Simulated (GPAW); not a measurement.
# CrGe2As4 monolayer in an electric field

Aim: the dipole that a field along the normal induces in CrGe2As4 monolayer.

Program: GPAW 26.7.0. Level of theory: GPAW, PAW setups; layer in a repeated cell with vacuum, relaxation of atoms and in-plane cell, in the first sound run; inputs show where later runs differ. Results are calculated unless marked as measured.

## (1) The structure

The cell holds 7 atoms: 4 As, 2 Ge and 1 Cr. Cell: a = 3.730 Å, b = 3.730 Å, c = 26.578 Å, α = 90.0°, β = 90.0°, γ = 120.0°. Vacuum lies along c.

## (2) Relaxing the atoms

Forces are removed first; all later runs use this geometry.

run.py

```python
import json
import numpy as np
from ase import Atoms
from ase.filters import FrechetCellFilter
from ase.optimize import BFGS
from gpaw import GPAW, PW

slab = Atoms(
    ['As', 'Ge', 'As', 'Cr', 'As', 'Ge', 'As'],
    positions=[
        [0.00000, 0.00000, 9.00000],
        [-0.00000, 2.15352, 9.86300],
        [-0.00000, 2.15352, 12.18300],
        [0.00000, 0.00000, 13.28917],
        [-0.00000, 2.15352, 14.39533],
        [-0.00000, 2.15352, 16.71533],
        [0.00000, 0.00000, 17.57833]],
    cell=[[3.73, 0.0, 0.0], [-1.865, 3.23027, 0.0], [0.0, 0.0, 26.5783]],
    pbc=[True, True, True])

slab.calc = GPAW(mode=PW(600), xc='PBE', kpts={'size': (9, 9, 1), 'gamma': True},
                 occupations={'name': 'fermi-dirac', 'width': 0.05}, nbands='200%',
                 convergence={'density': 1e-05}, maxiter=200,
                 symmetry={'tolerance': 1e-3}, txt='slab.txt')
result = {}
# The in-plane cell is free; stress needs a cell that repeats along all three vectors
path = []
opt = BFGS(FrechetCellFilter(slab, mask=[1, 1, 0, 0, 0, 1]), maxstep=0.2)
opt.attach(lambda: path.append((slab.get_potential_energy(), slab.positions.tolist(), slab.get_forces().tolist())))
result['relaxed'] = bool(opt.run(fmax=0.02, steps=45))
result['path'] = path
result['cell'] = slab.cell.tolist()
print('in-plane lattice', slab.cell.cellpar().round(4)[[0, 1, 5]])
energy = slab.get_potential_energy()
fermi = slab.calc.get_fermi_level()
v = slab.calc.get_electrostatic_potential().mean((0, 1)) - fermi
n = slab.calc.get_pseudo_density().mean((0, 1))
L = slab.cell[2, 2]
z = np.arange(len(v)) * L / len(v)
low, high = slab.positions[:, 2].min(), slab.positions[:, 2].max()
below, above = np.interp([low - 6.8, high + 6.8], z, v)
slopes = [np.interp(x, z, np.gradient(v, z)) for x in (low - 6.8, high + 6.8)]
eps = np.array([[slab.calc.get_eigenvalues(k, s) for k in range(len(slab.calc.get_ibz_k_points()))]
                for s in range(slab.calc.get_number_of_spins())]) - fermi
top, bottom = eps[eps < 0].max(), eps[eps > 0].min()
dipole = slab.get_dipole_moment()[2]
print(f'energy {energy:.4f} eV, Fermi level {fermi:.4f} eV, dipole {dipole:.5f} e A')
print(f'potential 6.8 A off the faces, from the Fermi level: lower {below:.4f} eV, upper {above:.4f} eV')
print(f'slope of the potential there: lower {slopes[0]:.5f}, upper {slopes[1]:.5f} eV/A')
print(f'nearest levels on the mesh: {top:.4f} and {bottom:.4f} eV')
print('magnetic moment', round(slab.get_magnetic_moment(), 3))
result.update(energy=energy, fermi=fermi, dipole=dipole, below=below, above=above, slopes=slopes, edges=[top, bottom],
              z=z.tolist(), v=v.tolist(), n=n.tolist(), positions=slab.positions.tolist(),
              forces=slab.get_forces(apply_constraint=False).tolist(), moments=slab.get_magnetic_moments().tolist())
json.dump(result, open('result.json', 'w'))
```

Command:

```console
$ OMP_NUM_THREADS=1 OPENBLAS_NUM_THREADS=1 python run.py
```

What it wrote:

```text
Step          Energy          fmax
BFGS:    0      -34.282929        3.760482
BFGS:    1      -34.797537        2.562427
BFGS:    2      -35.256951        1.847259
BFGS:    3      -35.696263        2.440303
BFGS:    4      -36.205863        2.287846
BFGS:    5      -36.476983        1.519139
BFGS:    6      -36.627938        0.734336
BFGS:    7      -36.685180        0.618545
BFGS:    8      -36.705608        0.528958
BFGS:    9      -36.729933        0.453945
BFGS:   10      -36.768056        0.606814
BFGS:   11      -36.805394        0.507414
BFGS:   12      -36.824423        0.193024
BFGS:   13      -36.827527        0.066226
BFGS:   14      -36.827866        0.052983
BFGS:   15      -36.827997        0.030995
BFGS:   16      -36.828050        0.007813
in-plane lattice [  3.6472   3.6472 120.    ]
energy -36.8229 eV, Fermi level 0.4523 eV, dipole 0.00238 e A
potential 6.8 A off the faces, from the Fermi level: lower 4.8300 eV, upper 4.8288 eV
slope of the potential there: lower 0.00029, upper 0.00053 eV/A
nearest levels on the mesh: -0.0763 and 0.0602 eV
magnetic moment 0.0
```

Wall time 27 min (1 thread of Intel Xeon Platinum 8488C (Sapphire Rapids), shared host); peak memory 0.65 GiB.

This run has no spin polarisation, although Cr can carry a moment.

Numbers from this step:

- dipole along the normal: 0.002379 e·Å
- levels nearest the Fermi level on the mesh: -0.07626, 0.06015 eV from the Fermi level

The electrostatic potential energy of an electron (without an applied field's), less the Fermi level, planar mean oscillates, so the rows of the table below give means over windows of 1.83 Å about each position, cut where the curve ends. Its maxima inside the range that stand out by 2 % of the span (Å: eV): 8.9: -8.63, 10.7: 2.11, 12.7: -5.39, 14.0: -5.20, 15.9: 2.10, 17.7: -8.64. Its minima: 8.3: -14.0, 9.4: -13.6, 12.0: -12.9, 13.3: -10.8, 14.6: -12.9, 17.2: -13.6, 18.3: -14.0.

Table of electrostatic potential energy of an electron (without an applied field's), less the Fermi level, planar mean by z; means over each step:

```tsv
z (Å)	electrostatic potential energy of an electron (without an applied field's), less the Fermi level, planar mean (eV)
0.92	4.83
2.75	4.83
4.58	4.83
6.41	4.19
8.23	-8.33
10.07	-4.46
11.89	-6.87
13.73	-8.51
15.55	-2.47
17.38	-10.1
19.21	-1.55
21.05	4.77
22.88	4.83
24.70	4.83
```

The pseudo valence density, planar mean oscillates, so the rows of the table below give means over windows of 1 Å about each position, cut where the curve ends. Its maxima inside the range that stand out by 2 % of the span (Å: e/Å³): 7.8: 0.256, 8.8: 0.421, 10.0: 0.221, 11.5: 0.246, 13.3: 0.451, 15.1: 0.246, 16.6: 0.221, 17.8: 0.421, 18.8: 0.256. Its minima: 8.1: 0.177, 9.5: 0.0545, 10.6: 0.114, 12.0: 0.176, 14.6: 0.176, 15.9: 0.114, 17.1: 0.0545, 18.4: 0.177.

Pseudo valence density, planar mean against z; means over each step:

z (Å), pseudo valence density, planar mean (e/Å³) and a bar:
```
        4      0.000 
        5      0.000 
        6      0.005 
        7      0.071 #####
        8      0.222 #################
        9      0.298 #######################
       10      0.161 ############
       11      0.163 ############
       12      0.250 ###################
       13      0.396 ##############################
       14      0.346 ##########################
       15      0.207 ################
       16      0.138 ##########
       17      0.175 #############
       18      0.313 ########################
       19      0.180 ##############
       20      0.024 ##
       21      0.002 
       22      0.000 
       23      0.000
```

The relaxation lowered the energy of the cell by 2.56 eV (energies extrapolated to zero smearing; the optimiser's log prints free energies). The largest force left on a free atom is 0.0078 eV/Å.

## (3) The slab's potential

With the geometry fixed, the planar mean of the potential gives the vacuum level on each side.

This step: GPAW, PAW setups; slab in vacuum (GPAW 26.7.0).

The cell differs from the one that the last finished run ended in (c 26.578 → 28.103 Å).

Edit run.py of step 2 so:

```diff
@@ -3,4 +3,2 @@
 from ase import Atoms
-from ase.filters import FrechetCellFilter
-from ase.optimize import BFGS
 from gpaw import GPAW, PW
@@ -10,25 +8,18 @@
     positions=[
-        [0.00000, 0.00000, 9.00000],
-        [-0.00000, 2.15352, 9.86300],
-        [-0.00000, 2.15352, 12.18300],
-        [0.00000, 0.00000, 13.28917],
-        [-0.00000, 2.15352, 14.39533],
-        [-0.00000, 2.15352, 16.71533],
-        [0.00000, 0.00000, 17.57833]],
-    cell=[[3.73, 0.0, 0.0], [-1.865, 3.23027, 0.0], [0.0, 0.0, 26.5783]],
-    pbc=[True, True, True])
+        [-0.00000, -0.00000, 9.00000],
+        [-0.00000, 2.10572, 10.20479],
+        [-0.00000, 2.10572, 12.67782],
+        [0.00000, -0.00000, 14.05153],
+        [-0.00000, 2.10572, 15.42524],
+        [-0.00000, 2.10572, 17.89826],
+        [0.00000, -0.00000, 19.10305]],
+    cell=[[3.6472, -0.0, 0.0], [-1.8236, 3.15857, 0.0], [0.0, 0.0, 28.1031]],
+    pbc=[True, True, False])
 
-slab.calc = GPAW(mode=PW(600), xc='PBE', kpts={'size': (9, 9, 1), 'gamma': True},
+slab.calc = GPAW(mode=PW(400), xc='PBE', kpts={'size': (9, 9, 1), 'gamma': True},
                  occupations={'name': 'fermi-dirac', 'width': 0.05}, nbands='200%',
                  convergence={'density': 1e-05}, maxiter=200,
+                 poissonsolver={'dipolelayer': 'xy'},
                  symmetry={'tolerance': 1e-3}, txt='slab.txt')
 result = {}
-# The in-plane cell is free; stress needs a cell that repeats along all three vectors
-path = []
-opt = BFGS(FrechetCellFilter(slab, mask=[1, 1, 0, 0, 0, 1]), maxstep=0.2)
-opt.attach(lambda: path.append((slab.get_potential_energy(), slab.positions.tolist(), slab.get_forces().tolist())))
-result['relaxed'] = bool(opt.run(fmax=0.02, steps=45))
-result['path'] = path
-result['cell'] = slab.cell.tolist()
-print('in-plane lattice', slab.cell.cellpar().round(4)[[0, 1, 5]])
 energy = slab.get_potential_energy()
```

What it wrote:

```text
energy -36.7822 eV, Fermi level 0.1666 eV, dipole 0.00074 e A
potential 6.8 A off the faces, from the Fermi level: lower 4.8209 eV, upper 4.8370 eV
slope of the potential there: lower -0.00018, upper 0.00018 eV/A
nearest levels on the mesh: -0.0758 and 0.0603 eV
magnetic moment 0.0
```

Elapsed: 49 s, on 1 thread; peak memory 0.26 GiB.

Numbers from this step:

```yaml
dipole_along_the_normal: 7.36e-4 e·Å
levels_nearest_the_fermi_level_on_the_mesh: -0.07582, 0.06027 eV from the Fermi level
upper_work_function: 4.837 eV
lower_work_function: 4.821 eV
```

The electrostatic potential energy of an electron (without an applied field's), less the Fermi level, planar mean oscillates, so the rows of the table below give means over windows of 1.87 Å about each position, cut where the curve ends. Its maxima inside the range that stand out by 2 % of the span (Å: eV): 9.6: -8.67, 11.4: 2.10, 13.4: -5.25, 14.7: -5.25, 16.7: 2.10, 18.5: -8.66. Its minima: 9.1: -14.1, 10.2: -13.6, 12.7: -13.0, 14.1: -10.8, 15.4: -13.0, 17.9: -13.6, 19.0: -14.1.

Electrostatic potential energy of an electron (without an applied field's), less the Fermi level, planar mean against z; means over each step:

```tsv
z (Å)	electrostatic potential energy of an electron (without an applied field's), less the Fermi level, planar mean (eV)
0.94	4.82
2.81	4.82
4.68	4.82
6.54	4.70
8.42	-4.25
10.29	-7.74
12.16	-4.67
14.03	-7.40
15.90	-4.92
17.77	-7.39
19.64	-4.65
21.50	4.70
23.38	4.84
25.25	4.84
27.11	4.84
```

The pseudo valence density, planar mean oscillates, so the rows of the table below give means over windows of 1 Å about each position, cut where the curve ends. Its maxima inside the range that stand out by 2 % of the span (Å: e/Å³): 8.5: 0.254, 9.6: 0.422, 10.6: 0.224, 12.3: 0.246, 13.9: 0.440, 15.8: 0.246, 17.5: 0.224, 18.5: 0.422, 19.6: 0.254. Its minima: 9.0: 0.172, 10.2: 0.0583, 11.4: 0.115, 12.7: 0.171, 15.4: 0.171, 16.7: 0.115, 17.9: 0.0583, 19.2: 0.172.

Pseudo valence density, planar mean against z; means over each step:

```tsv
z (Å)	pseudo valence density, planar mean (e/Å³)
5	3.7e-5
6	5.9e-4
7	0.00945
8	0.118
9	0.257
10	0.241
11	0.159
12	0.187
13	0.283
14	0.401
15	0.302
16	0.194
17	0.153
18	0.219
19	0.274
20	0.139
21	0.0131
22	7.9e-4
23	4.8e-5
24	3.2e-6
```

The potential is flat to 1.8e-4 eV/Å where it is read, so the vacuum is wide enough.

## (4) Field on

A uniform field along the normal polarises the slab; the atoms stay fixed, so this is the electronic response alone.

Edit run.py of step 3 so:

```diff
@@ -4,2 +4,3 @@
 from gpaw import GPAW, PW
+from gpaw.external import ConstantElectricField
 
@@ -22,2 +23,3 @@
                  poissonsolver={'dipolelayer': 'xy'},
+                 external=ConstantElectricField(-0.2, [0, 0, 1]),
                  symmetry={'tolerance': 1e-3}, txt='slab.txt')
```

What it wrote:

```text
energy -36.7979 eV, Fermi level 0.1662 eV, dipole -0.15717 e A
potential 6.8 A off the faces, from the Fermi level: lower 3.5960 eV, upper 6.0660 eV
slope of the potential there: lower -0.00042, upper -0.00005 eV/A
nearest levels on the mesh: -0.0761 and 0.0597 eV
magnetic moment 0.0
```

The job ended after 3.2 min (1 thread; peak memory 0.45 GiB).

This step gave:

```yaml
dipole_along_the_normal: -0.1572 e·Å
levels_nearest_the_fermi_level_on_the_mesh: -0.07607, 0.05971 eV from the Fermi level
potential_below_the_slab_the_applied_field_s_own_ramp_left_out: 3.596 eV from the Fermi level
potential_above_the_slab_the_applied_field_s_own_ramp_left_out: 6.066 eV from the Fermi level
```

The electrostatic potential energy of an electron (without an applied field's), less the Fermi level, planar mean oscillates, so the rows of the table below give means over windows of 1.93 Å about each position, cut where the curve ends. Its maxima inside the range that stand out by 2 % of the span (Å: eV): 9.6: -9.54, 11.4: 1.60, 13.4: -5.37, 14.7: -5.13, 16.7: 2.60, 18.5: -7.80, 26.5: 6.07. Its minima: 9.1: -15.0, 10.2: -14.4, 12.7: -13.2, 14.1: -10.8, 15.4: -12.7, 17.9: -12.9, 19.0: -13.1.

Electrostatic potential energy of an electron (without an applied field's), less the Fermi level, planar mean against z; means over each step:

```tsv
z (Å)	electrostatic potential energy of an electron (without an applied field's), less the Fermi level, planar mean (eV)
0.96	3.72
2.90	3.60
4.83	3.60
6.76	3.39
8.69	-7.10
10.62	-6.34
12.55	-6.47
14.48	-8.42
16.41	-1.83
18.34	-10.1
20.27	2.11
22.20	6.04
24.13	6.06
26.06	6.07
27.99	5.94
```

The dipole is now -0.157 e Å, against 7.4e-4 in the run without a field.

## (5) In a field

Edit run.py of step 4 so:

```diff
@@ -23,3 +23,3 @@
                  poissonsolver={'dipolelayer': 'xy'},
-                 external=ConstantElectricField(-0.2, [0, 0, 1]),
+                 external=ConstantElectricField(-0.1, [0, 0, 1]),
                  symmetry={'tolerance': 1e-3}, txt='slab.txt')
```

What it wrote:

```text
energy -36.7861 eV, Fermi level 0.1665 eV, dipole -0.07857 e A
potential 6.8 A off the faces, from the Fermi level: lower 4.2121 eV, upper 5.4469 eV
slope of the potential there: lower -0.00030, upper 0.00007 eV/A
nearest levels on the mesh: -0.0759 and 0.0601 eV
magnetic moment 0.0
```

Elapsed: 3.5 min, on 1 thread; peak memory 0.44 GiB.

Numbers from this step:

```
dipole along the normal                                         : -0.07857 e·Å
levels nearest the Fermi level on the mesh                      : -0.07588, 0.06014 eV from the Fermi level
potential below the slab, the applied field's own ramp left out : 4.212 eV from the Fermi level
potential above the slab, the applied field's own ramp left out : 5.447 eV from the Fermi level
```

The electrostatic potential energy of an electron (without an applied field's), less the Fermi level, planar mean oscillates, so the rows of the table below give means over windows of 1.87 Å about each position, cut where the curve ends. Its maxima inside the range that stand out by 2 % of the span (Å: eV): 9.6: -9.10, 11.4: 1.85, 13.4: -5.31, 14.7: -5.19, 16.7: 2.35, 18.5: -8.24, 26.8: 5.45. Its minima: 9.1: -14.6, 10.2: -14.0, 12.7: -13.1, 14.1: -10.8, 15.4: -12.8, 17.9: -13.3, 19.0: -13.6.

Electrostatic potential energy of an electron (without an applied field's), less the Fermi level, planar mean against z; means over each step:

```tsv
z (Å)	electrostatic potential energy of an electron (without an applied field's), less the Fermi level, planar mean (eV)
0.94	4.27
2.81	4.21
4.68	4.21
6.54	4.10
8.42	-4.79
10.29	-8.10
12.16	-4.85
14.03	-7.40
15.90	-4.74
17.77	-7.04
19.64	-4.13
21.50	5.31
23.38	5.44
25.25	5.45
27.11	5.41
```

The dipole is now -0.0786 e Å, against 7.4e-4 in the run without a field.

## (6) In a field

Edit run.py of step 5 so:

```diff
@@ -23,3 +23,3 @@
                  poissonsolver={'dipolelayer': 'xy'},
-                 external=ConstantElectricField(-0.1, [0, 0, 1]),
+                 external=ConstantElectricField(-0.05, [0, 0, 1]),
                  symmetry={'tolerance': 1e-3}, txt='slab.txt')
```

What it wrote:

```text
energy -36.7832 eV, Fermi level 0.1665 eV, dipole -0.03929 e A
potential 6.8 A off the faces, from the Fermi level: lower 4.5203 eV, upper 5.1379 eV
slope of the potential there: lower -0.00024, upper 0.00012 eV/A
nearest levels on the mesh: -0.0758 and 0.0603 eV
magnetic moment 0.0
```

Elapsed: 3.4 min, on 1 thread; peak memory 0.44 GiB.

## (7) Field on

Edit run.py of step 6 so:

```diff
@@ -23,3 +23,3 @@
                  poissonsolver={'dipolelayer': 'xy'},
-                 external=ConstantElectricField(-0.05, [0, 0, 1]),
+                 external=ConstantElectricField(0.05, [0, 0, 1]),
                  symmetry={'tolerance': 1e-3}, txt='slab.txt')
```

What it wrote:

```text
energy -36.7832 eV, Fermi level 0.1665 eV, dipole 0.03929 e A
potential 6.8 A off the faces, from the Fermi level: lower 5.1379 eV, upper 4.5203 eV
slope of the potential there: lower -0.00012, upper 0.00024 eV/A
nearest levels on the mesh: -0.0758 and 0.0603 eV
magnetic moment 0.0
```

The job ended after 3.4 min (1 thread; peak memory 0.45 GiB).

The electrostatic potential energy of an electron (without an applied field's), less the Fermi level, planar mean oscillates, so the rows of the table below give means over windows of 1.87 Å about each position, cut where the curve ends. Its maxima inside the range that stand out by 2 % of the span (Å: eV): 9.6: -8.45, 11.4: 2.23, 13.4: -5.22, 14.7: -5.28, 16.7: 1.98, 18.5: -8.89. Its minima: 9.1: -13.8, 10.2: -13.4, 12.7: -12.9, 14.1: -10.8, 15.4: -13.0, 17.9: -13.8, 19.0: -14.3.

Table of electrostatic potential energy of an electron (without an applied field's), less the Fermi level, planar mean by z; means over each step:

z (Å), electrostatic potential energy of an electron (without an applied field's), less the Fermi level, planar mean (eV) and a bar from the least value:
```
     0.94        5.1 ##############################
     2.81        5.1 ##############################
     4.68        5.1 ##############################
     6.54        5.0 ##############################
     8.42       -4.0 ########
    10.29       -7.6 
    12.16       -4.6 #######
    14.03       -7.4 
    15.90       -5.0 ######
    17.77       -7.6 
    19.64       -4.9 ######
    21.50        4.4 ############################
    23.38        4.5 #############################
    25.25        4.5 #############################
    27.11        4.5 #############################
```

## (8) Field on

Edit run.py of step 7 so:

```diff
@@ -23,3 +23,3 @@
                  poissonsolver={'dipolelayer': 'xy'},
-                 external=ConstantElectricField(0.05, [0, 0, 1]),
+                 external=ConstantElectricField(0.1, [0, 0, 1]),
                  symmetry={'tolerance': 1e-3}, txt='slab.txt')
```

What it wrote:

```text
energy -36.7861 eV, Fermi level 0.1664 eV, dipole 0.07857 e A
potential 6.8 A off the faces, from the Fermi level: lower 5.4469 eV, upper 4.2121 eV
slope of the potential there: lower -0.00007, upper 0.00030 eV/A
nearest levels on the mesh: -0.0759 and 0.0601 eV
magnetic moment 0.0
```

It took 3.4 min on 1 thread; peak memory 0.45 GiB.

[end of part 1 of 2]

[Logs are printed without paths, hosts, clocks, repeated set-up lines and the standing remarks that a program may print on its own settings, such as how far it seeks lower states.]

[Hosts, paths, dates, database ids (printed as entryN), source tags and the programs' standing remarks are cut or masked in the printed files.]
